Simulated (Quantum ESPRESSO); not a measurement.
# puckered PAs, 1 layer: a series in strain along the second axis, part 6 of 7

Aim: how the results for puckered PAs, 1 layer change with strain along the second axis.

Quantum ESPRESSO 7.5; plane-wave DFT, PBE, GBRV ultrasoft pseudopotentials.

So far. Step 3 (Relaxing the ions, -4 %): The relaxation lowers the energy by 1 meV an atom. Step 6 (Band structure, -4 %): Along this path the valence top lies at Γ and the conduction bottom at Γ.

### Step 9. Relaxation with pw.x, 3 %

Contents of m7.relax.in:

```
&control
  prefix = 'm7.relax'
  outdir = './out'
  pseudo_dir = './pseudo'
  nstep = 40
  forc_conv_thr = 0.0003
  calculation = 'relax'
  tstress = .true.
/
&system
  ibrav = 0
  nat = 4
  ntyp = 2
  ecutwfc = 50
  ecutrho = 250
  occupations = 'smearing'
  smearing = 'fd'
  degauss = 0.002
/
&electrons
  conv_thr = 1e-09
  mixing_beta = 0.4
  electron_maxstep = 120
  mixing_mode = 'plain'
/
&ions
/
ATOMIC_SPECIES
  P   30.9738  p_pbe_v1.5.uspp.F.UPF
  As  74.9216  as_pbe_v1.uspp.F.UPF
CELL_PARAMETERS angstrom
  4.69735889000000 0.00000000000000 0.00000000000000
  0.00000000000000 3.61190675255000 0.00000000000000
  0.00000000000000 0.00000000000000 17.36000000000000
ATOMIC_POSITIONS crystal
  P   0.079070297200 0.000000000000 0.437176016200
  As  0.420929702800 0.500000000000 0.432175094300
  As  0.920929702800 0.000000000000 0.567824905700
  P   0.579070297200 0.500000000000 0.562823983800
K_POINTS automatic
  8 8 1 0 0 0
```

The run is started by

```bash
OMP_NUM_THREADS=1 mpirun -n 4 pw.x -nk 4 -in m7.relax.in > m7.relax.out
```

Log:

```text
[banner, memory and clock lines left out]
Program PWSCF v.7.5 starts
[...]
Message from routine setup:
[...]
number of electrons       =        20.00
     number of Kohn-Sham states=           14
     kinetic-energy cutoff     =      50.0000  Ry
     charge density cutoff     =     250.0000  Ry
[...]
number of k points=    25  Fermi-Dirac smearing, width (Ry)=  0.0020
[...]
Dense  grid:   132579 G-vectors     FFT dimensions: (  48,  36, 180)
[...]
negative rho (up, down):  1.081E-04 0.000E+00
     Starting wfcs are   16 randomized atomic wfcs
[...]
negative rho (up, down):  1.785E-05 0.000E+00
[...]
estimated scf accuracy    <       0.06572658 Ry
[...]
negative rho (up, down):  4.589E-05 0.000E+00
[...]
estimated scf accuracy    <       0.01485100 Ry
[...]
negative rho (up, down):  8.975E-05 0.000E+00
[...]
estimated scf accuracy    <       0.00324463 Ry
[...]
negative rho (up, down):  1.084E-04 0.000E+00
[...]
estimated scf accuracy    <       0.00007557 Ry
[...]
negative rho (up, down):  1.207E-04 0.000E+00
[...]
estimated scf accuracy    <       0.00001744 Ry
[...]
negative rho (up, down):  1.283E-04 0.000E+00
[...]
estimated scf accuracy    <       0.00000196 Ry
[...]
negative rho (up, down):  1.323E-04 0.000E+00
[...]
estimated scf accuracy    <       0.00000024 Ry
[...]
negative rho (up, down):  1.355E-04 0.000E+00
[...]
estimated scf accuracy    <       0.00000016 Ry
[...]
negative rho (up, down):  1.373E-04 0.000E+00
[...]
estimated scf accuracy    <          6.0E-09 Ry
[...]
negative rho (up, down):  1.384E-04 0.000E+00
[...]
estimated scf accuracy    <          2.0E-09 Ry
[...]
negative rho (up, down):  1.401E-04 0.000E+00
[...]
the Fermi energy is    -1.1099 ev
!    total energy              =    -111.55363977 Ry
     estimated scf accuracy    <          9.4E-11 Ry
     smearing contrib. (-TS)   =      -0.00000000 Ry
     internal energy E=F+TS    =    -111.55363977 Ry
[...]
one-electron contribution =    -242.69894969 Ry
     hartree contribution      =     125.30810531 Ry
     xc contribution           =     -74.68679168 Ry
     ewald contribution        =      80.52399629 Ry
     convergence has been achieved in  11 iterations
     negative rho (up, down):  1.401E-04 0.000E+00
[...]
Total force =     0.009147     Total SCF correction =     0.000010
[...]
negative rho (up, down):  1.401E-04 0.000E+00
[...]
negative rho (up, down):  1.407E-04 0.000E+00
[...]
negative rho (up, down):  1.404E-04 0.000E+00
[...]
estimated scf accuracy    <       0.00000169 Ry
[...]
negative rho (up, down):  1.402E-04 0.000E+00
[...]
estimated scf accuracy    <       0.00000041 Ry
[...]
negative rho (up, down):  1.402E-04 0.000E+00
[...]
estimated scf accuracy    <       0.00000004 Ry
[...]
negative rho (up, down):  1.401E-04 0.000E+00
[...]
estimated scf accuracy    <          4.3E-09 Ry
[...]
negative rho (up, down):  1.401E-04 0.000E+00
[...]
the Fermi energy is    -1.1060 ev
!    total energy              =    -111.55371069 Ry
     estimated scf accuracy    <          4.9E-10 Ry
     smearing contrib. (-TS)   =      -0.00000000 Ry
     internal energy E=F+TS    =    -111.55371069 Ry
[...]
one-electron contribution =    -242.82604861 Ry
     hartree contribution      =     125.36865134 Ry
     xc contribution           =     -74.69081795 Ry
     ewald contribution        =      80.59450454 Ry
     convergence has been achieved in   5 iterations
     negative rho (up, down):  1.401E-04 0.000E+00
[...]
Total force =     0.006375     Total SCF correction =     0.000013
[...]
negative rho (up, down):  1.401E-04 0.000E+00
[...]
negative rho (up, down):  1.409E-04 0.000E+00
[...]
negative rho (up, down):  1.405E-04 0.000E+00
[...]
estimated scf accuracy    <       0.00000207 Ry
[...]
negative rho (up, down):  1.404E-04 0.000E+00
[...]
estimated scf accuracy    <       0.00000050 Ry
[...]
negative rho (up, down):  1.403E-04 0.000E+00
[...]
estimated scf accuracy    <       0.00000005 Ry
[...]
negative rho (up, down):  1.403E-04 0.000E+00
[...]
estimated scf accuracy    <          5.4E-09 Ry
[...]
negative rho (up, down):  1.403E-04 0.000E+00
[...]
estimated scf accuracy    <          7.5E-10 Ry
[...]
negative rho (up, down):  1.403E-04 0.000E+00
[...]
estimated scf accuracy    <          6.2E-11 Ry
[...]
negative rho (up, down):  1.403E-04 0.000E+00
[...]
the Fermi energy is    -1.1030 ev
!    total energy              =    -111.55375933 Ry
     estimated scf accuracy    <          6.3E-12 Ry
     smearing contrib. (-TS)   =      -0.00000000 Ry
     internal energy E=F+TS    =    -111.55375933 Ry
[...]
one-electron contribution =    -242.98280713 Ry
     hartree contribution      =     125.44368070 Ry
     xc contribution           =     -74.69540275 Ry
     ewald contribution        =      80.68076985 Ry
     convergence has been achieved in   7 iterations
     negative rho (up, down):  1.403E-04 0.000E+00
[...]
Total force =     0.003451     Total SCF correction =     0.000004
[...]
negative rho (up, down):  1.403E-04 0.000E+00
[...]
negative rho (up, down):  1.412E-04 0.000E+00
[...]
negative rho (up, down):  1.408E-04 0.000E+00
[...]
estimated scf accuracy    <       0.00000294 Ry
[...]
negative rho (up, down):  1.406E-04 0.000E+00
[...]
estimated scf accuracy    <       0.00000071 Ry
[...]
negative rho (up, down):  1.406E-04 0.000E+00
[...]
estimated scf accuracy    <       0.00000006 Ry
[...]
negative rho (up, down):  1.406E-04 0.000E+00
[...]
estimated scf accuracy    <          8.0E-09 Ry
[...]
negative rho (up, down):  1.406E-04 0.000E+00
[...]
estimated scf accuracy    <          7.3E-10 Ry
[...]
negative rho (up, down):  1.406E-04 0.000E+00
[...]
estimated scf accuracy    <          8.1E-11 Ry
[...]
negative rho (up, down):  1.406E-04 0.000E+00
[...]
the Fermi energy is    -1.1014 ev
!    total energy              =    -111.55377976 Ry
     estimated scf accuracy    <          5.0E-12 Ry
     smearing contrib. (-TS)   =      -0.00000000 Ry
     internal energy E=F+TS    =    -111.55377976 Ry
[...]
one-electron contribution =    -243.19316520 Ry
     hartree contribution      =     125.54482718 Ry
     xc contribution           =     -74.70102582 Ry
     ewald contribution        =      80.79558407 Ry
     convergence has been achieved in   7 iterations
     negative rho (up, down):  1.406E-04 0.000E+00
[...]
Total force =     0.000828     Total SCF correction =     0.000003
[...]
negative rho (up, down):  1.406E-04 0.000E+00
[...]
negative rho (up, down):  1.406E-04 0.000E+00
[...]
negative rho (up, down):  1.407E-04 0.000E+00
[...]
estimated scf accuracy    <       0.00000001 Ry
[...]
negative rho (up, down):  1.407E-04 0.000E+00
[...]
estimated scf accuracy    <          3.3E-09 Ry
[...]
negative rho (up, down):  1.407E-04 0.000E+00
[...]
estimated scf accuracy    <          1.9E-10 Ry
[...]
negative rho (up, down):  1.407E-04 0.000E+00
[...]
estimated scf accuracy    <          4.4E-11 Ry
[...]
negative rho (up, down):  1.407E-04 0.000E+00
[...]
the Fermi energy is    -1.1027 ev
!    total energy              =    -111.55378035 Ry
     estimated scf accuracy    <          4.1E-12 Ry
     smearing contrib. (-TS)   =      -0.00000000 Ry
     internal energy E=F+TS    =    -111.55378035 Ry
[...]
one-electron contribution =    -243.21643607 Ry
     hartree contribution      =     125.55628842 Ry
     xc contribution           =     -74.70133107 Ry
     ewald contribution        =      80.80769838 Ry
     convergence has been achieved in   5 iterations
     negative rho (up, down):  1.407E-04 0.000E+00
[...]
Total force =     0.000596     Total SCF correction =     0.000001
[...]
negative rho (up, down):  1.407E-04 0.000E+00
[...]
negative rho (up, down):  1.407E-04 0.000E+00
[...]
negative rho (up, down):  1.407E-04 0.000E+00
[...]
estimated scf accuracy    <       0.00000001 Ry
[...]
negative rho (up, down):  1.407E-04 0.000E+00
[...]
estimated scf accuracy    <          3.4E-09 Ry
[...]
negative rho (up, down):  1.407E-04 0.000E+00
[...]
estimated scf accuracy    <          1.7E-10 Ry
[...]
negative rho (up, down):  1.407E-04 0.000E+00
[...]
estimated scf accuracy    <          4.3E-11 Ry
[...]
negative rho (up, down):  1.407E-04 0.000E+00
[...]
the Fermi energy is    -1.1042 ev
!    total energy              =    -111.55378078 Ry
     estimated scf accuracy    <          7.1E-12 Ry
     smearing contrib. (-TS)   =      -0.00000000 Ry
     internal energy E=F+TS    =    -111.55378078 Ry
[...]
one-electron contribution =    -243.23787364 Ry
     hartree contribution      =     125.56687317 Ry
     xc contribution           =     -74.70156859 Ry
     ewald contribution        =      80.81878827 Ry
     convergence has been achieved in   5 iterations
     negative rho (up, down):  1.407E-04 0.000E+00
[...]
Total force =     0.000371     Total SCF correction =     0.000003
[...]
negative rho (up, down):  1.407E-04 0.000E+00
[...]
```

The job ended after 1.7 min (4 MPI ranks of AMD EPYC 9R14 (Zen 4), shared host; peak memory 0.93 GiB; 6.8 min of CPU time).

Step by step:

| step | energy less that of the first step (eV) | largest force (eV/Å) |
| --- | --- | --- |
| 1 | 0.0000 | 0.1219 |
| 2 | -0.0010 | 0.0861 |
| 3 | -0.0016 | 0.0482 |
| 4 | -0.0019 | 0.0134 |
| 5 | -0.0019 | 0.0100 |
| 6 | -0.0019 | 0.0063 |

Final coordinates:

```xyz
4
Lattice="4.6974 0.0000 0.0000 0.0000 3.6119 0.0000 0.0000 0.0000 17.3600" Properties=species:S:1:pos:R:3
P     0.3785    0.0000    7.5922
As    1.9702    1.8060    7.5078
As    4.3189    0.0000    9.8522
P     2.7272    1.8060    9.7678
```

Numbers from this step:

* free energy: -1517.7665 eV
* Fermi energy: -1.104 eV

### Step 10. SCF with pw.x, 3 %

Contents of m7.scf.in:

```
&control
  prefix = 'm7.scf'
  outdir = './out'
  pseudo_dir = './pseudo'
  calculation = 'scf'
  tprnfor = .true.
/
&system
  ibrav = 0
  nat = 4
  ntyp = 2
  ecutwfc = 40
  ecutrho = 200
  occupations = 'smearing'
  smearing = 'fd'
  degauss = 0.002
  nbnd = 14
/
&electrons
  conv_thr = 1e-09
  mixing_beta = 0.4
  electron_maxstep = 120
  mixing_mode = 'plain'
/
ATOMIC_SPECIES
  P   30.9738  p_pbe_v1.5.uspp.F.UPF
  As  74.9216  as_pbe_v1.uspp.F.UPF
CELL_PARAMETERS angstrom
  4.69735889000000 0.00000000000000 0.00000000000000
  0.00000000000000 3.61190675255000 0.00000000000000
  0.00000000000000 0.00000000000000 17.36000000000000
ATOMIC_POSITIONS crystal
  P   0.080572616400 0.000000000000 0.437340492700
  As  0.419427383600 0.500000000000 0.432478926900
  As  0.919427383600 0.000000000000 0.567521073100
  P   0.580572616400 0.500000000000 0.562659507300
K_POINTS automatic
  8 8 1 0 0 0
```

The run is started by

```bash
OMP_NUM_THREADS=1 mpirun -n 4 pw.x -nk 4 -in m7.scf.in > m7.scf.out
```

Log:

```text
[banner, memory and clock lines left out]
Program PWSCF v.7.5 starts
[...]
Message from routine setup:
[...]
number of electrons       =        20.00
     number of Kohn-Sham states=           14
     kinetic-energy cutoff     =      40.0000  Ry
     charge density cutoff     =     200.0000  Ry
[...]
number of k points=    25  Fermi-Dirac smearing, width (Ry)=  0.0020
[...]
Dense  grid:    94915 G-vectors     FFT dimensions: (  40,  32, 150)
[...]
negative rho (up, down):  1.325E-04 0.000E+00
     Starting wfcs are   16 randomized atomic wfcs
[...]
negative rho (up, down):  2.033E-04 0.000E+00
[...]
estimated scf accuracy    <       0.06608869 Ry
[...]
negative rho (up, down):  2.578E-04 0.000E+00
[...]
estimated scf accuracy    <       0.01497031 Ry
[...]
negative rho (up, down):  3.108E-04 0.000E+00
[...]
estimated scf accuracy    <       0.00320865 Ry
[...]
negative rho (up, down):  3.201E-04 0.000E+00
[...]
estimated scf accuracy    <       0.00007465 Ry
[...]
negative rho (up, down):  3.268E-04 0.000E+00
[...]
estimated scf accuracy    <       0.00001663 Ry
[...]
negative rho (up, down):  3.314E-04 0.000E+00
[...]
estimated scf accuracy    <       0.00000159 Ry
[...]
negative rho (up, down):  3.334E-04 0.000E+00
[...]
estimated scf accuracy    <       0.00000021 Ry
[...]
negative rho (up, down):  3.357E-04 0.000E+00
[...]
estimated scf accuracy    <       0.00000013 Ry
[...]
negative rho (up, down):  3.369E-04 0.000E+00
[...]
estimated scf accuracy    <          3.9E-09 Ry
[...]
negative rho (up, down):  3.377E-04 0.000E+00
[...]
estimated scf accuracy    <          1.6E-09 Ry
[...]
negative rho (up, down):  3.390E-04 0.000E+00
[...]
the Fermi energy is    -1.1043 ev
!    total energy              =    -111.55355433 Ry
     estimated scf accuracy    <          7.9E-11 Ry
     smearing contrib. (-TS)   =      -0.00000000 Ry
     internal energy E=F+TS    =    -111.55355433 Ry
[...]
one-electron contribution =    -243.23561239 Ry
     hartree contribution      =     125.56640859 Ry
     xc contribution           =     -74.70313879 Ry
     ewald contribution        =      80.81878826 Ry
     convergence has been achieved in  11 iterations
     negative rho (up, down):  3.390E-04 0.000E+00
[...]
Total force =     0.000405     Total SCF correction =     0.000004
[...]
```

It took 17 s on 4 MPI ranks; peak memory 0.56 GiB; 67 s of CPU time.

This step gave:

| Item | Value |
| --- | --- |
| free energy | -1517.7634 eV |
| valence top, on the run's zero | -1.634 eV |
| conduction bottom, on the run's zero | -0.5325 eV |
| gap by band count | 1.101 eV |

[end of part 6 of 7]

[Logs are printed without paths, hosts, clocks, repeated set-up lines and the standing remarks that a program may print on its own settings, such as how far it seeks lower states.]

[Hosts, paths, dates, database ids (printed as entryN), source tags and the programs' standing remarks are cut or masked in the printed files.]

[Maps of the electrostatic potential energy from Ansatz leave out the sawtooth potential of an applied field or a dipole correction, so their vacuum need not be flat; planar profiles and work functions include it.]
